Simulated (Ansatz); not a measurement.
# Ta wire along [111], 19 atoms a period: bands along the axis, part 2 of 2

Aim: is the Ta wire along [111], 19 atoms a period a metal or a semiconductor?

Ansatz 0.2.0; DFT PBE, plane waves, PAW; relaxation of a wire's period; PAW set soft_1 (the session's first sound run).

So far: Set-up; Relaxation of atoms and period.

**2. Relaxation of atoms and period (continued)**

The steps of the relaxation:

| step | energy less that of the first step (eV) | largest force component (eV/Å) | pressure (GPa) | volume (Å³) |
| --- | --- | --- | --- | --- |
| 1 | 0.0000 | 1.5070 | -5.30 | 821.27 |
| 2 | -1.0848 | 0.8064 | 1.63 | 787.09 |
| 3 | -1.2685 | 0.3134 | -0.23 | 798.95 |
| 4 | -1.3158 | 0.1080 | -0.23 | 798.07 |
| 5 | -1.3192 | 0.0508 | -0.13 | 797.62 |
| 6 | -1.3242 | 0.0137 | -0.05 | 797.74 |
| 7* | -1.3222 | 0.0136 | -0.05 | 797.74 |

Relaxation steps marked * repeat the geometry before them on a plane-wave basis chosen anew for their cell, so energy and pressure can jump there.

The run keeps the 4 symmetry operations that it works with, so distortions that break them were not tested.

| cell as run | before | after | change |
| --- | --- | --- | --- |
| c (Å) | 2.875 | 2.793 | -2.9 % |

The atoms that moved most (Å, along periodic axes as changes of fractional coordinates times the final cell, across vacuum about the mean position):

| atom | dx | dy | dz | length |
| --- | --- | --- | --- | --- |
| Ta14 | 0.000 | -0.177 | 0.040 | 0.182 |
| Ta7 | 0.000 | 0.177 | -0.040 | 0.182 |
| Ta11 | 0.150 | 0.089 | 0.037 | 0.178 |
| Ta5 | 0.150 | -0.089 | -0.037 | 0.178 |
| Ta16 | -0.150 | 0.089 | 0.037 | 0.178 |
| Ta10 | -0.150 | -0.089 | -0.037 | 0.178 |
| Ta17 | 0.025 | 0.044 | 0.001 | 0.050 |
| Ta2 | 0.025 | -0.044 | -0.001 | 0.050 |

This step gave:

* energy at zero smearing: -188713.9890 eV
* cell length along the wire: 2.793 Å

The cell's length comes to 2.793 Å with spin left out.

**3. Bands of the perfect wire**

This step: DFT PBE, plane waves, PAW; bands of a perfect wire; PAW set soft_1 (Ansatz 0.2.0).

At the relaxed period the bands are computed along the axis; those that cross an energy going forward count the channels that a perfect wire would open there.

The input, input.yaml:

```yaml
crystal:
  lattice:
    - [16.19, 0.0, 0.0]
    - [0.0, 17.643, 0.0]
    - [0.0, 0.0, 2.7928065107]
  atoms:
    - { symbol: Ta, position: [0.212675385, 0.5, 0.0] }
    - { symbol: Ta, position: [0.356522718, 0.727993769, 0.999610414] }
    - { symbol: Ta, position: [0.500011676, 0.5, 0.0] }
    - { symbol: Ta, position: [0.643500633, 0.727993769, 0.999610414] }
    - { symbol: Ta, position: [0.219277107, 0.648593271, 0.320059984] }
    - { symbol: Ta, position: [0.356309957, 0.42398145, 0.333863976] }
    - { symbol: Ta, position: [0.500011676, 0.202769125, 0.318990248] }
    - { symbol: Ta, position: [0.500011676, 0.652085755, 0.333885672] }
    - { symbol: Ta, position: [0.643713394, 0.42398145, 0.333863976] }
    - { symbol: Ta, position: [0.780746245, 0.648593271, 0.320059984] }
    - { symbol: Ta, position: [0.219277107, 0.351406729, 0.679940016] }
    - { symbol: Ta, position: [0.356309957, 0.57601855, 0.666136024] }
    - { symbol: Ta, position: [0.500011676, 0.347914245, 0.666114328] }
    - { symbol: Ta, position: [0.500011676, 0.797230875, 0.681009752] }
    - { symbol: Ta, position: [0.643713394, 0.57601855, 0.666136024] }
    - { symbol: Ta, position: [0.780746245, 0.351406729, 0.679940016] }
    - { symbol: Ta, position: [0.356522718, 0.272006231, 0.000389586] }
    - { symbol: Ta, position: [0.643500633, 0.272006231, 0.000389586] }
    - { symbol: Ta, position: [0.787347966, 0.5, 0.0] }
kpoints:
  mp_grid: { grid: [1, 1, 29] }
  band_path: { path: ["Γ", Z], npoints: 90 }
scf:
  occupations: { method: fermi_dirac, width: 0.05 }
hamiltonian:
  xc: pbe
  pseudopotentials: { kind: paw, azcp: { folder: soft_1 } }
output:
  dos: { e_range: [-5, 4] }
  write_potential: true
  write_density: true
  volumetric_format: npy
```

Command:

```console
> ansatz run input.yaml --threads 4 --pin off --max-ram 16384MiB --backend cpu --events-out ev --progress --plain --runs-dir out
```

Numbers of over 12 decimals in the logs are rounded to 6 here.

The program printed:

```text
[...]
Crystal: 19 atoms, lattice volume = 797.738 Å³
Basis set: ecut = 420 eV, 15685 PW (Γ)
Bands: 149, of which v1, the nominal top of the filled ones, is band 124 counted from 1 (123 counted from 0)
Symmetry: 4 space group operations
[...]
k-points: 15 of 29
[...]
SCF iter   1: F=—  HF=-188733.806254 eV  |F-HF|=—  |Δ(HF+E_count)|=         —  Δρ=4.67e-2  dr2=2.37e2  ethr=3.10e-3  ⟨swp⟩=10.4  Hψ=11284  notcnv=0  defer=14
[...]
SCF iter  12: F=-188714.108439 eV  HF=-188714.108439 eV  |F-HF|=1.03e-8  |Δ(HF+E_count)|=   1.57e-8  Δρ=7.80e-7  dr2=1.75e-8  ethr=4.05e-11  ⟨swp⟩=2.1  Hψ=4124  notcnv=0
SCF 1 converged in 12 iterations: F = -188714.108439 eV  dr2 = 1.75e-8
[...]
NSCF: frozen V_eff on 91 k-points
WARN: The output density's exchange-correlation potential varies sharply where the density is thin. Do not read a vacuum level from v_tot or v_xc, or from such a field of the output density. On a cell that repeats whose density bears no net charge and no dipole along the vacuum's axis use v_es (v_loc + v_h of the components); under efield.dipole_correction with no amplitude use v_es + v_field, which holds any externa [...]
SCF converged after 12 iterations
Free energy (F): -188714.108439 eV
[...]
Internal energy: -188713.877230 eV  (E = F + TS)
E sigma→0 (E₀):  -188713.992834 eV
Entropy (-TS):   -0.231209 eV (-12.169 meV/atom)
Fermi energy:    5.811547 eV
[...]
--- Band table (eV; the first three rows and the last of 15) ---
  k-point 0: bands = [... 120 lower, 5.5306, 5.6609, 5.6616, 5.6728, 5.7474, 5.7757, 5.8763, 5.9314, ... 21 higher]
  k-point 1: bands = [... 120 lower, 5.5364, 5.6330, 5.6427, 5.6896, 5.7459, 5.7662, 5.9005, 5.9190, ... 21 higher]
  k-point 2: bands = [... 120 lower, 5.5638, 5.6737, 5.6787, 5.6798, 5.7228, 5.7406, 5.8877, 5.8910, ... 21 higher]
  k-point 14: bands = [... 120 lower, 6.0454, 6.1676, 6.3539, 6.3569, 6.5017, 6.5074, 6.7319, 6.7375, ... 21 higher]
```

Elapsed: 4.3 min, on 4 threads of Arm Neoverse V1, shared host; peak memory 5.6 GiB; 17 min of CPU time.

Reading the cycles: dr2 is the Hartree energy of the density residual (eV), the measure of convergence; HF is the Harris–Foulkes estimate of the energy, which meets the free energy F at convergence.

Numbers from this step:

| Item | Value |
| --- | --- |
| energy at zero smearing | -188713.9928 eV |
| band gap | 0 eV |

The electronic bands at the labelled points (eV, zero at the Fermi level; # counts the bands kept):

| point | #45 | #46 | #47 | #48 | #49 | #50 | #51 | #52 |
| --- | --- | --- | --- | --- | --- | --- | --- | --- |
| Γ | -0.28 | -0.15 | -0.15 | -0.14 | -0.06 | -0.04 | 0.06 | 0.12 |
| halfway | -0.36 | -0.34 | -0.07 | -0.07 | 0.05 | 0.06 | 0.07 | 0.25 |
| Z | 0.26 | 0.34 | 0.61 | 0.62 | 0.63 | 0.63 | 0.90 | 0.91 |

Between Γ and Z the bands cross the Fermi level 17 times, so a perfect wire would conduct at least 17 G₀, with spin left out.

**4. Outcome**

```yaml
cell_length_pbe: 2.793 Å
ballistic_conductance_by_band_crossings_a_lower_bound_pbe: 17 G₀
```

Under PBE the cell's length is 2.79 Å, and the bands cross the Fermi level 17 times between Γ and Z, which gives a perfect wire at least 17 G₀ (opposite crossings within one step of the path cancel in such a count). No spin was allowed, though thin wires with open d shells can turn magnetic. Spin-orbit coupling is left out, which matters for the bands of heavy atoms.

[Logs are printed without paths, hosts, clocks, repeated set-up lines and the standing remarks that a program may print on its own settings, such as how far it seeks lower states.]

[Hosts, paths, dates, database ids (printed as entryN), source tags and the programs' standing remarks are cut or masked in the printed files.]
